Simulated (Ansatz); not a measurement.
# Is the response still linear at 0.4 V/Å? Pb(110), 6 layers

The dipole of a slab grows in proportion to a weak field along its normal. Does the weak-field slope carry to a strong field?

How it was computed: Ansatz 0.2.0, plane waves with PAW datasets (its set soft_2), PBE; atoms held at bulk places, 18 Å of vacuum, dipole correction, cell area 17.33 Å², 10×14 k-points, smearing 0.1 eV. Without field the slab has no gap over 0.05 eV.

```tsv
run	field (V/Å)	dipole (e·Å)
run 1	−0.10	−0.11463
run 2	−0.05	−0.05731
run 3	0.00	0.00000
run 4	0.05	0.05731
run 5	0.10	0.11463
run 6	0.40	?
```

**Question.** What value belongs in the row marked “?”, and how far can the other rows tell?

A least-squares line through the 5 rows shown has slope 1.146280 and intercept 0.000000; no row lies more than 0.00001 e·Å off it. A perfect conductor with that slope would be 180.95 × 1.14628 / 17.33 = 11.97 Å thick. At 0.40 it gives 1.146280 × 0.40 + 0.000000 = 0.45851 e·Å, beyond the rows fitted. Rounding and scatter of the rows alone allow about ±0.00002 e·Å there.

The run itself gives 0.45975 e·Å: a miss of +0.00124 e·Å. That is under 1 % of the induced dipole, so the response is still linear.

Caveats: Ions are held, so this is the electronic response. Of the series that stay linear within 1 %, this collection keeps about one in seven, and it keeps all that bend. Spin-orbit coupling is left out, which changes the bands of elements this heavy.

[Logs are printed without paths, hosts, clocks, repeated set-up lines and the standing remarks that a program may print on its own settings, such as how far it seeks lower states.]
